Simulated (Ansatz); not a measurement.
**The valence band of H5C3 as photoemission sees it**

Aim: the valence spectrum of H5C3 from He I to hard X-rays, and which orbitals make each feature.

Calculated with Ansatz 0.2.0; DFT, LDA, plane-wave PAW, default files, scalar-relativistic, in the first sound run; inputs show where later runs differ.

## 1. Set-up

The cell holds 32 atoms: 12 C and 20 H. Cell: a = 6.338 Å, b = 6.397 Å, c = 7.498 Å, α = 79.3°, β = 70.9°, γ = 61.6°.

## 2. Self-consistent run, DOS and bands

First the ground state, then the DOS by atom and shell, which the cross sections turn into spectra. The DOS is taken on a denser mesh than the density.

Input file input.yaml:

```yaml
crystal:
  lattice:
    - [6.33845, 0.0, 0.0]
    - [3.0388240149, 5.628896065, 0.0]
    - [2.4521501571, 0.2551786702, 7.0807096412]
  atoms:
    - { symbol: C, position: [0.571, 0.5858, 0.7536] }
    - { symbol: C, position: [0.429, 0.4142, 0.2464] }
    - { symbol: C, position: [0.4898, 0.8348, 0.798] }
    - { symbol: C, position: [0.5102, 0.1652, 0.202] }
    - { symbol: C, position: [0.6879, 0.9146, 0.6848] }
    - { symbol: C, position: [0.3121, 0.0854, 0.3152] }
    - { symbol: C, position: [0.9312, 0.7639, 0.7364] }
    - { symbol: C, position: [0.0688, 0.2361, 0.2636] }
    - { symbol: C, position: [0.9923, 0.5058, 0.7592] }
    - { symbol: C, position: [0.0077, 0.4942, 0.2408] }
    - { symbol: C, position: [0.8304, 0.4253, 0.7659] }
    - { symbol: C, position: [0.1696, 0.5747, 0.2341] }
    - { symbol: H, position: [0.5571, 0.5763, 0.6116] }
    - { symbol: H, position: [0.4429, 0.4237, 0.3884] }
    - { symbol: H, position: [0.4428, 0.5161, 0.8518] }
    - { symbol: H, position: [0.5572, 0.4839, 0.1482] }
    - { symbol: H, position: [0.3116, 0.9564, 0.7705] }
    - { symbol: H, position: [0.6884, 0.0436, 0.2295] }
    - { symbol: H, position: [0.4591, 0.8492, 0.9518] }
    - { symbol: H, position: [0.5409, 0.1508, 0.0482] }
    - { symbol: H, position: [0.7202, 0.8984, 0.5318] }
    - { symbol: H, position: [0.2798, 0.1016, 0.4682] }
    - { symbol: H, position: [0.6238, 0.1056, 0.7015] }
    - { symbol: H, position: [0.3762, 0.8944, 0.2985] }
    - { symbol: H, position: [0.0885, 0.787, 0.6267] }
    - { symbol: H, position: [0.9115, 0.213, 0.3733] }
    - { symbol: H, position: [0.9285, 0.8244, 0.868] }
    - { symbol: H, position: [0.0715, 0.1756, 0.132] }
    - { symbol: H, position: [0.183, 0.3776, 0.7714] }
    - { symbol: H, position: [0.817, 0.6224, 0.2286] }
    - { symbol: H, position: [0.8936, 0.2348, 0.7802] }
    - { symbol: H, position: [0.1064, 0.7652, 0.2198] }
kpoints:
  mp_grid: { grid: [6, 6, 4] }
  band_path:
    path:
      - [[0.0, 0.0, 0.0], [0.0, 0.0, -0.5]]
      - [[0.0, -0.5, 0.0], [0.0, 0.0, 0.0], [-0.5, 0.0, 0.0]]
      - [[-0.5, -0.5, -0.5], [0.0, 0.0, 0.0], [-0.5, -0.5, 0.0]]
      - [[-0.5, 0.0, -0.5], [0.0, 0.0, 0.0], [0.0, -0.5, -0.5]]
    npoints: 8
scf:
  occupations: { method: fermi_dirac, width: 0.05 }
  n_extra_bands: 40
hamiltonian:
  xc: lda
  pseudopotentials: { kind: paw }
output:
  forces: true
  stress: true
  dos:
    projected:
      site_lists:
        C: [0, 1, 2, 3, 4, 5, 6, 7, 8, 9, 10, 11]
        H: [12, 13, 14, 15, 16, 17, 18, 19, 20, 21, 22, 23, 24, 25, 26, 27, 28, 29, 30, 31]
    de: 0.05
    e_range: [-36, 12]
    nscf_kmesh: { grid: [10, 8, 8] }
  fatbands: true
```

The run is started by

```sh
ansatz run input.yaml --threads 2 --pin off --max-ram 4096MiB --backend cpu --events-out ev --progress --plain --runs-dir out
```

Numbers of over 12 decimals in the logs are rounded to 6 here.

What it wrote:

```text
scf.n_extra_bands = 40 over 34 filled bands (N_el = 68.0): the run solves 74 bands
Engine: ansatz 0.2.0, aarch64-unknown-linux-gnu
Pseudopotentials: kind: paw
Pseudopotential: C, paw, valence charge 4, recommended cutoff 420 eV (normal), C.paw.azcp
Pseudopotential: H, paw, valence charge 1, recommended cutoff 420 eV (normal), H.paw.azcp
Functional definition: SPW92
  exchange = slater_x
  correlation = pw_c
Crystal: 32 atoms, lattice volume = 252.629 Å³
Basis set: ecut = 420 eV, 4937 PW (Γ)
Bands: 74, of which v1, the nominal top of the filled ones, is band 34 counted from 1 (33 counted from 0)
Symmetry: 2 space group operations
Space group: P-1 (ITA 2), of the structure as read, at distance tolerance 6.3e-5 Å
k-points: 76 of 144
Non-local potential: C, projectors of the file, l = 0: 2, l = 1: 2, l = 2: 1
Non-local potential: H, projectors of the file, l = 0: 2, l = 1: 1
PAW form: soft (Blöchl's): semilocal exchange-correlation on the pseudo side does not see the compensation charge
PAW frozen core: C, regenerated for the run's functional, and the local potential with it (the file was generated under x = pbe(κ = 0.804, μ = 0.219515), c = pbe(β = 0.066725))
PAW one-centre angular grid: C, 110 points (default); XC on 64 Gauss nodes
PAW one-centre angular grid: H, 110 points (default); XC on 64 Gauss nodes
Initial density: superposition of atomic densities (neutral atoms: chi_scale 0, normalization atom), corrected by the library's trained network
Initial wavefunctions: pseudopotential atomic-orbital guess
Functional: x = slater, c = lda
SCF iter   1: F=—  HF=-3230.133691 eV  |F-HF|=—  |Δ(HF+E_count)|=         —  Δρ=9.17e-3  dr2=1.37e-1  ethr=1.77e-3  ⟨swp⟩=5.9  Hψ=25930  notcnv=0  defer=1086
preconditioner: auto → Resta (q_TF=auto, 2.192 Å⁻¹)  ε∞=2.4  [insulator: Δε(μ)=4.330 eV  Ē_g=16.350 eV  σ=0.050 eV  W_gap=1.00  n_scr=42 (ndim 8)  ℏωp=19.3 eV  f_vac=0.027  D(μ)=0.00/eV (n_scr^D=0)  ε∞_Penn≈2.4]
SCF iter   2: F=—  HF=-3230.095261 eV  |F-HF|=—  |Δ(HF+E_count)|=   3.84e-2  Δρ=3.93e-3  dr2=2.70e-2  ethr=2.01e-4  ⟨swp⟩=1.3  Hψ=7017  notcnv=0  defer=2153
SCF iter   3: F=—  HF=-3230.086555 eV  |F-HF|=—  |Δ(HF+E_count)|=   8.71e-3  Δρ=9.62e-4  dr2=1.84e-3  ethr=3.98e-5  ⟨swp⟩=2.9  Hψ=5324  notcnv=0  defer=2153
SCF iter   4: F=—  HF=-3230.086222 eV  |F-HF|=—  |Δ(HF+E_count)|=   3.33e-4  Δρ=2.17e-4  dr2=1.19e-4  ethr=2.71e-6  ⟨swp⟩=2.0  Hψ=5153  notcnv=0  defer=2153
SCF iter   5: F=—  HF=-3230.086246 eV  |F-HF|=—  |Δ(HF+E_count)|=   2.33e-5  Δρ=1.12e-4  dr2=3.69e-5  ethr=1.75e-7  ⟨swp⟩=2.0  Hψ=5281  notcnv=0  defer=2153
SCF iter   6: F=—  HF=-3230.086306 eV  |F-HF|=—  |Δ(HF+E_count)|=   6.07e-5  Δρ=3.24e-5  dr2=2.88e-6  ethr=5.43e-8  ⟨swp⟩=2.0  Hψ=5328  notcnv=0  defer=2153
SCF iter   7: F=—  HF=-3230.086306 eV  |F-HF|=—  |Δ(HF+E_count)|=   4.79e-8  Δρ=7.35e-6  dr2=1.27e-7  ethr=4.23e-9  ⟨swp⟩=2.0  Hψ=5201  notcnv=0  defer=2153
SCF iter   8: F=-3230.086306 eV  HF=-3230.086306 eV  |F-HF|=2.42e-9  |Δ(HF+E_count)|=   6.63e-8  Δρ=1.76e-6  dr2=6.88e-9  ethr=1.47e-10  ⟨swp⟩=13.0  Hψ=33451  notcnv=0
SCF 1 converged in 8 iterations: F = -3230.086306 eV  dr2 = 6.88e-9
  greatest PAW one-centre occupation: 0.669 electrons in one spin orbital (limit 2), on the C atom at site 11 (counted from 0), in its partial waves of l = 0
NSCF: frozen V_eff on 60 k-points
NSCF: frozen V_eff on 324 k-points
SCF converged after 8 iterations
Free energy (F): -3230.086306 eV
Harris-Foulkes:  -3230.086306 eV  (|F-HF|=2.42e-9)
Internal energy: -3230.086306 eV  (E = F + TS)
E sigma→0 (E₀):  -3230.086306 eV
Fermi energy:    2.277463 eV
--- Per-component energies (eV) ---
  E_band       = -411.079762
  E_kinetic    = 1365.762786
  E_local      = -3209.997589  (includes V_loc(G=0)·N_el)
  E_nonlocal   = 371.171859
  E_hartree    = 1052.624572
  E_xc         = -745.391237
  E_vxc        = -937.770662  (∫ρ·V_xc dr)
  E_paw        = -1113.129984  (= ΣΔE_a)
  E_vpaw       = -105.468402  (= ΣTr[D̂ρ^β])
  E_aug_tail   = -0.026070  (compensation charges beyond the density's cutoff)
  E_ewald      = -951.854633
  E_core_change = 0.753990  (= ΣΔE_core)
  E_smearing   = -0.000000  (= −TS)
  E_closure    = -0.000000  (closes the sum)
  Σ components = -3230.086306   (vs F -3230.086306, Δ=0.00e0)
--- Forces (eV/Å), atoms counted from 1 ---
  atom   1  C     -0.23003389    -0.83284696     0.29027561
  atom   2  C      0.23003389     0.83284696    -0.29027561
  atom   3  C      0.80756122     0.43522772     0.21759620
  atom   4  C     -0.80756122    -0.43522772    -0.21759620
  atom   5  C      0.00456588     0.08535415    -0.14129501
  atom   6  C     -0.00456588    -0.08535415     0.14129501
  atom   7  C      0.27975260    -0.18090006    -0.15205829
  atom   8  C     -0.27975260     0.18090006     0.15205829
  atom   9  C      0.34452205     0.08683363     0.10659657
  atom  10  C     -0.34452205    -0.08683363    -0.10659657
  atom  11  C      0.28766468     0.56390616    -0.18593785
  atom  12  C     -0.28766468    -0.56390616     0.18593785
  atom  13  H      0.04799082     0.07655005    -0.05656695
  atom  14  H     -0.04799082    -0.07655005     0.05656695
  atom  15  H     -0.01168871     0.02473715     0.01986745
  atom  16  H      0.01168871    -0.02473715    -0.01986745
  atom  17  H     -0.51838699     0.30325722    -0.16582204
  atom  18  H      0.51838699    -0.30325722     0.16582204
  atom  19  H     -0.03407357    -0.16205727    -0.22387201
  atom  20  H      0.03407357     0.16205727     0.22387201
  atom  21  H     -0.00138710    -0.08195268     0.15055980
  atom  22  H      0.00138710     0.08195268    -0.15055980
  atom  23  H      0.01764575    -0.01200621     0.11610139
  atom  24  H     -0.01764575     0.01200621    -0.11610139
  atom  25  H     -0.22016338    -0.01092938     0.13876661
  atom  26  H      0.22016338     0.01092938    -0.13876661
  atom  27  H     -0.14691343    -0.08688338    -0.08116997
  atom  28  H      0.14691343     0.08688338     0.08116997
  atom  29  H     -0.38070825     0.31677009    -0.00311248
  atom  30  H      0.38070825    -0.31677009     0.00311248
  atom  31  H     -0.27546110    -0.52696903     0.02305192
  atom  32  H      0.27546110     0.52696903    -0.02305192
  max |Σ_I F_I| component: 0.00e0 eV/Å
--- Stress (GPa, compression-positive) ---
       -1.426036       0.559733       0.096074
        0.559733      -0.234301      -0.109943
        0.096074      -0.109943      -1.810137
  P = ⅓ Tr σ = -1.1568 GPa (-11.568 kbar)
--- Band table (eV; the first three rows and the last of 76) ---
  k-point 0: bands = [... 30 lower, -1.5703, -1.4773, -0.2412, -0.1965, 4.3711, 4.8818, 4.9144, 5.6100, ... 36 higher]
  k-point 1: bands = [... 30 lower, -1.5702, -1.5058, -0.4351, -0.0051, 4.4401, 4.8398, 4.9557, 5.2994, ... 36 higher]
  k-point 2: bands = [... 30 lower, -1.5577, -1.5467, -0.5292, 0.0847, 4.6199, 4.6572, 4.9975, 5.1713, ... 36 higher]
  k-point 75: bands = [... 30 lower, -1.5462, -1.4795, -0.2430, -0.1781, 4.8332, 5.0083, 5.4598, 5.7691, ... 36 higher]
```

The job ended after 3.4 min (2 threads of Arm Neoverse V2, shared host; peak memory 2.5 GiB).

Numbers from this step:

* free energy: -3230.0863 eV
* Fermi energy: 2.277 eV
* symmetry operations: 2
* pressure: -1.157 GPa
* gap on the k-mesh: 4.286 eV
* zero of energy: valence-band maximum
* share of occupied states in no projected shell: 0.0071 of the occupied states in the window
* gap on the path: 4.286 eV
* least direct gap on the path: 4.445 eV
* valence top on path: 0 eV

The electronic bands at the labelled points (eV, zero at the valence-band maximum; v1 is the highest filled band, c1 the lowest empty one):

| point | v4 | v3 | v2 | v1 | c1 | c2 | c3 | c4 |
| --- | --- | --- | --- | --- | --- | --- | --- | --- |
| Γ | -1.66 | -1.56 | -0.33 | -0.28 | 4.29 | 4.80 | 4.83 | 5.53 |
| halfway | -1.66 | -1.59 | -0.52 | -0.09 | 4.36 | 4.75 | 4.87 | 5.21 |
| X | -1.64 | -1.63 | -0.61 | 0.00 | 4.54 | 4.57 | 4.91 | 5.09 |
| jump to Y | -1.74 | -1.73 | -0.38 | -0.33 | 4.76 | 4.78 | 5.60 | 5.83 |
| halfway | -1.73 | -1.66 | -0.36 | -0.30 | 4.51 | 4.81 | 5.11 | 5.74 |
| Γ | -1.66 | -1.56 | -0.33 | -0.28 | 4.29 | 4.80 | 4.83 | 5.53 |
| halfway | -1.67 | -1.62 | -0.42 | -0.11 | 4.46 | 4.76 | 5.13 | 5.62 |
| Z | -1.78 | -1.63 | -0.43 | -0.01 | 4.45 | 4.93 | 5.49 | 5.80 |
| jump to R | -1.63 | -1.56 | -0.33 | -0.26 | 4.75 | 4.92 | 5.38 | 5.68 |
| halfway | -1.63 | -1.56 | -0.36 | -0.24 | 4.47 | 4.73 | 5.17 | 5.95 |
| Γ | -1.66 | -1.56 | -0.33 | -0.28 | 4.29 | 4.80 | 4.83 | 5.53 |
| halfway | -1.62 | -1.55 | -0.41 | -0.15 | 4.45 | 4.94 | 5.19 | 5.69 |
| T | -1.61 | -1.55 | -0.41 | -0.13 | 4.63 | 5.21 | 5.66 | 5.67 |
| jump to U | -1.75 | -1.69 | -0.24 | -0.16 | 4.50 | 4.67 | 5.71 | 5.79 |
| halfway | -1.68 | -1.65 | -0.30 | -0.21 | 4.51 | 4.64 | 5.08 | 5.62 |
| Γ | -1.66 | -1.56 | -0.33 | -0.28 | 4.29 | 4.80 | 4.83 | 5.53 |
| halfway | -1.69 | -1.68 | -0.54 | -0.14 | 4.58 | 4.75 | 5.13 | 5.67 |
| V | -1.77 | -1.69 | -0.58 | -0.07 | 4.84 | 5.03 | 5.59 | 5.89 |

Of the projections kept (C s, C p, H s, not projected), the largest for each band there; the rest of the weight can lie on other orbitals:

| point | v4 | v3 | v2 | v1 | c1 | c2 | c3 | c4 |
| --- | --- | --- | --- | --- | --- | --- | --- | --- |
| Γ | C p 0.70 | C p 0.70 | C p 0.86 | C p 0.84 | C p 0.43 | C p 0.74 | C p 0.47 | H s 0.43 |
| X | C p 0.70 | C p 0.69 | C p 0.84 | C p 0.85 | C p 0.45 | C p 0.51 | H s 0.37 | C p 0.49 |
| Y | C p 0.69 | C p 0.71 | C p 0.86 | C p 0.83 | C p 0.69 | C p 0.67 | H s 0.32 | H s 0.35 |
| Γ | C p 0.70 | C p 0.70 | C p 0.86 | C p 0.84 | C p 0.43 | C p 0.74 | C p 0.47 | H s 0.43 |
| Z | C p 0.69 | C p 0.71 | C p 0.82 | C p 0.85 | C p 0.70 | C p 0.70 | H s 0.38 | H s 0.37 |
| R | C p 0.70 | C p 0.69 | C p 0.84 | C p 0.85 | C p 0.79 | C p 0.58 | H s 0.45 | H s 0.38 |

The DOS has structure finer than the step of the table below, so its rows give means over 1 eV, whole bins alone (the curve runs from -16.8 to 14.0 eV). Peaks (eV: height): total -12.6: 28.8, -9.5: 20.7, -2.0: 21.6, -1.7: 21.9; C 2p -4.3: 13.5, -3.7: 11.8, -2.0: 14.2, -1.7: 15.0; H 1s -12.6: 5.18, -9.5: 4.73, -2.0: 7.15, -1.7: 6.80; C 2s -15.2: 12.9, -12.6: 17.4, -9.5: 7.30, -9.0: 6.49.

The DOS by E, zero at the valence-band maximum; means over each step; values in states/eV/cell:

| E (eV) | total | C 2p | H 1s | C 2s |
| --- | --- | --- | --- | --- |
| -16 | 0 | 0 | 0 | 0 |
| -15 | 4.00 | 0.511 | 0.699 | 2.75 |
| -14 | 0 | 0 | 0 | 0 |
| -13 | 7.01 | 1.43 | 1.32 | 4.18 |
| -12 | 0.988 | 0.205 | 0.171 | 0.603 |
| -11 | 0 | 0 | 0 | 0 |
| -10 | 1.95 | 0.788 | 0.446 | 0.684 |
| -9 | 6.05 | 2.47 | 1.42 | 2.08 |
| -8 | 0 | 0 | 0 | 0 |
| -7 | 7.27 | 4.55 | 1.97 | 0.628 |
| -6 | 0.984 | 0.626 | 0.279 | 0.0660 |
| -5 | 8.44 | 5.65 | 2.27 | 0.430 |
| -4 | 12.1 | 9.44 | 2.41 | 0.151 |
| -3 | 3.23 | 2.25 | 0.932 | 0.0307 |
| -2 | 11.9 | 7.81 | 4.01 | 0.0394 |
| -1 | 0.646 | 0.527 | 0.116 | 7.4e-4 |
| 0 | 3.45 | 2.91 | 0.517 | 0.00567 |
| 1 | 0 | 0 | 0 | 0 |
| 2 | 0 | 0 | 0 | 0 |
| 3 | 0 | 0 | 0 | 0 |
| 4 | 0.514 | 0.310 | 0.113 | 0.0365 |
| 5 | 5.18 | 2.84 | 1.28 | 0.425 |
| 6 | 5.35 | 1.16 | 1.96 | 0.861 |
| 7 | 6.27 | 1.32 | 2.04 | 0.660 |
| 8 | 7.58 | 1.56 | 1.98 | 0.724 |
| 9 | 7.36 | 1.68 | 1.61 | 0.479 |
| 10 | 8.34 | 2.45 | 1.84 | 0.490 |
| 11 | 8.51 | 2.70 | 1.85 | 0.534 |
| 12 | 8.58 | 2.47 | 1.65 | 0.876 |
| 13 | 9.05 | 2.23 | 1.40 | 1.03 |

Sums over each group's atoms; a table of it gives point samples, which can step over narrow peaks. The DOS of the group by E, zero at the valence-band maximum; values in states/eV:

| E (eV) | C: C 2p | H: H 1s | C: C 2s |
| --- | --- | --- | --- |
| -16 | 0 | 0 | 0 |
| -15 | 0.818 | 1.10 | 4.36 |
| -14 | 0 | 0 | 0 |
| -13 | 0.112 | 0.121 | 0.323 |
| -12 | 0 | 0 | 0 |
| -11 | 0 | 0 | 0 |
| -10 | 0 | 0 | 0 |
| -9 | 4.38 | 2.57 | 3.64 |
| -8 | 0 | 0 | 0 |
| -7 | 4.24 | 1.82 | 0.609 |
| -6 | 0 | 0 | 0 |
| -5 | 6.33 | 2.78 | 0.431 |
| -4 | 6.95 | 1.90 | 0.140 |
| -3 | 0.325 | 0.143 | 0.00342 |
| -2 | 11.8 | 6.03 | 0.0721 |
| -1 | 0 | 0 | 0 |
| 0 | 2.73 | 0.463 | 0.00598 |
| 1 | 0 | 0 | 0 |
| 2 | 0 | 0 | 0 |
| 3 | 0 | 0 | 0 |
| 4 | 0 | 0 | 0 |
| 5 | 2.73 | 1.08 | 0.357 |
| 6 | 1.00 | 1.61 | 0.791 |
| 7 | 1.32 | 1.90 | 0.575 |
| 8 | 1.59 | 1.99 | 0.741 |
| 9 | 1.62 | 1.57 | 0.460 |
| 10 | 2.54 | 1.88 | 0.502 |
| 11 | 2.81 | 1.86 | 0.519 |
| 12 | 2.22 | 1.56 | 0.800 |
| 13 | 2.29 | 1.43 | 1.06 |

This run's widths, added to any smearing of the DOS itself: Gaussian 0.35 eV, Lorentzian 0.2 eV. Table of intensity by binding energy, zero at the valence-band maximum; values in % of the maximum within 13 eV:

| binding energy (eV) | 21.2 eV | 150 eV | 1486.7 eV | 5414.7 eV | 5950 eV |
| --- | --- | --- | --- | --- | --- |
| -1 | 1.29 | 0.566 | 0.119 | 0.0682 | 0.0664 |
| 0 | 26.3 | 11.2 | 1.71 | 0.607 | 0.570 |
| 1 | 8.41 | 3.46 | 0.578 | 0.249 | 0.238 |
| 2 | 95.7 | 37.2 | 5.98 | 2.44 | 2.32 |
| 3 | 20.3 | 8.38 | 1.57 | 0.798 | 0.772 |
| 4 | 79.6 | 34.5 | 6.75 | 3.55 | 3.45 |
| 5 | 63.8 | 30.2 | 9.50 | 7.14 | 7.07 |
| 6 | 8.70 | 4.52 | 1.78 | 1.47 | 1.46 |
| 7 | 45.4 | 24.9 | 10.8 | 9.21 | 9.15 |
| 8 | 3.10 | 2.35 | 1.48 | 1.39 | 1.38 |
| 9 | 37.4 | 41.9 | 34.4 | 33.5 | 33.5 |
| 10 | 5.21 | 6.10 | 5.03 | 4.91 | 4.90 |
| 11 | 0.759 | 1.58 | 1.39 | 1.37 | 1.37 |
| 12 | - | 7.56 | 7.48 | 7.47 | 7.47 |
| 13 | - | 32.0 | 31.9 | 31.9 | 31.9 |
| 14 | - | 2.28 | 2.27 | 2.27 | 2.27 |
| 15 | - | 46.1 | 48.1 | 48.3 | 48.3 |
| 16 | - | 2.04 | 2.09 | 2.09 | 2.09 |

Maxima picked by a test of local sharpness, so broad peaks and shoulders can be missing; peaks within 0.45 eV of a curve's cut are left out. Valence peaks, by row:

| photon energy (eV) | binding energy (eV) | height (% of the maximum within 13 eV) | main shell | its share (%) |
| --- | --- | --- | --- | --- |
| 21.2 | 9.457 | 39.23 | C 2p | 66.17 |
| 21.2 | 9.057 | 39.07 | C 2p | 66.04 |
| 21.2 | 6.707 | 60.51 | C 2p | 77.23 |
| 21.2 | 4.307 | 85.75 | C 2p | 87.84 |
| 21.2 | 3.707 | 87.93 | C 2p | 83.53 |
| 21.2 | 1.907 | 100 | C 2p | 76.67 |
| 21.2 | 0.3066 | 40.56 | C 2p | 89.49 |
| 150 | 15.16 | 59.45 | C 2s | 92.92 |
| 150 | 12.66 | 100 | C 2s | 88.57 |
| 150 | 9.457 | 45.29 | C 2s | 70.87 |
| 150 | 9.057 | 43.85 | C 2s | 70.02 |
| 150 | 6.707 | 32.51 | C 2p | 65.3 |
| 150 | 5.007 | 30.29 | C 2p | 75.35 |
| 150 | 4.357 | 37.89 | C 2p | 90.36 |
| 150 | 3.707 | 37.22 | C 2p | 89.62 |
| 150 | 1.907 | 39.02 | C 2p | 89.25 |
| 150 | 0.3066 | 17.28 | C 2p | 95.38 |
| 1487 | 15.16 | 61.95 | C 2s | 99.01 |
| 1487 | 12.66 | 100 | C 2s | 98.35 |
| 1487 | 9.457 | 37.53 | C 2s | 94.96 |
| 1487 | 9.057 | 35.97 | C 2s | 94.76 |
| 1487 | 6.757 | 13.71 | C 2s | 76.41 |
| 1487 | 5.157 | 10.79 | C 2s | 70.72 |
| 1487 | 4.357 | 7.425 | C 2p | 64.92 |
| 1487 | 1.907 | 6.207 | C 2p | 78.98 |
| 5415 | 15.16 | 62.24 | C 2s | 99.65 |
| 5415 | 12.66 | 100 | C 2s | 99.44 |
| 5415 | 9.457 | 36.64 | C 2s | 98.33 |
| 5415 | 9.057 | 35.08 | C 2s | 98.26 |
| 5415 | 6.757 | 11.62 | C 2s | 91.19 |
| 5415 | 5.207 | 8.8 | C 2s | 89.26 |
| 5950 | 15.16 | 62.25 | C 2s | 99.67 |
| 5950 | 12.66 | 100 | C 2s | 99.47 |
| 5950 | 9.457 | 36.61 | C 2s | 98.45 |
| 5950 | 9.057 | 35.05 | C 2s | 98.38 |
| 5950 | 6.757 | 11.55 | C 2s | 91.79 |
| 5950 | 5.207 | 8.735 | C 2s | 89.95 |

The intensity has structure finer than the step of the table below, so its rows give means over 1 eV, whole bins alone (the curve runs from -16.8 to 1.42 eV). Peaks (eV: height): C K -6.8: 52.1, -4.1: 100.0, -1.9: 85.0, -0.3: 38.6; C K, E along x -9.4: 47.9, -6.7: 54.0, -4.3: 114, -1.9: 98.1; C K, E along y -9.3: 40.3, -6.8: 60.7, -4.1: 129, -1.8: 94.0; C K, E along z -4.9: 101, -3.6: 80.2, -2.1: 77.4, -0.3: 110.

Shapes are the site's partial DOS without matrix elements, which overweights lines from ligand s bands. Table of intensity by emission energy less the core level's binding energy, zero at the valence-band maximum; means over each step; values in % of the unpolarised maximum:

| emission energy less the core level's binding energy (eV) | C K | C K, E along x | C K, E along y | C K, E along z |
| --- | --- | --- | --- | --- |
| -16 | 1.09 | 1.49 | 1.48 | 0.304 |
| -15 | 4.68 | 6.43 | 6.39 | 1.22 |
| -14 | 0.778 | 1.18 | 0.985 | 0.171 |
| -13 | 11.8 | 19.0 | 15.6 | 0.888 |
| -12 | 6.91 | 10.1 | 10.0 | 0.627 |
| -11 | 0.595 | 0.848 | 0.731 | 0.205 |
| -10 | 11.4 | 18.9 | 13.7 | 1.62 |
| -9 | 24.7 | 33.8 | 31.0 | 9.29 |
| -8 | 6.09 | 5.93 | 7.16 | 5.19 |
| -7 | 40.0 | 39.8 | 45.9 | 34.2 |
| -6 | 24.0 | 23.9 | 24.3 | 23.7 |
| -5 | 65.2 | 60.2 | 49.8 | 85.7 |
| -4 | 95.5 | 102 | 115 | 69.7 |
| -3 | 41.3 | 38.3 | 35.6 | 49.9 |
| -2 | 68.3 | 76.7 | 66.7 | 61.5 |
| -1 | 27.8 | 15.7 | 26.5 | 41.2 |
| 0 | 26.5 | 1.55 | 2.23 | 75.8 |

Sums over each group's atoms; left-over states aren't shared out by site. Site centres, by row:

| group | element | shell | occupied states | centre of occupied part (eV) | centre up to the window's top (eV) |
| --- | --- | --- | --- | --- | --- |
| C | C | 2s | 11.64 | -11.62 | -3.913 |
| C | C | 2p | 39.17 | -4.668 | 0.06828 |
| H | H | 1s | 16.57 | -5.678 | 1.701 |

(Part 1 of 3 ends here.)

[Logs are printed without paths, hosts, clocks, repeated set-up lines and the standing remarks that a program may print on its own settings, such as how far it seeks lower states.]

[Hosts, paths, dates, database ids (printed as entryN), source tags and the programs' standing remarks are cut or masked in the printed files.]

[Maps of the electrostatic potential energy from Ansatz leave out the sawtooth potential of an applied field or a dipole correction, so their vacuum need not be flat; work functions include it.]

[Peak lists hold at most the 14 tallest peaks of each spectrum; further lines can be left out.]
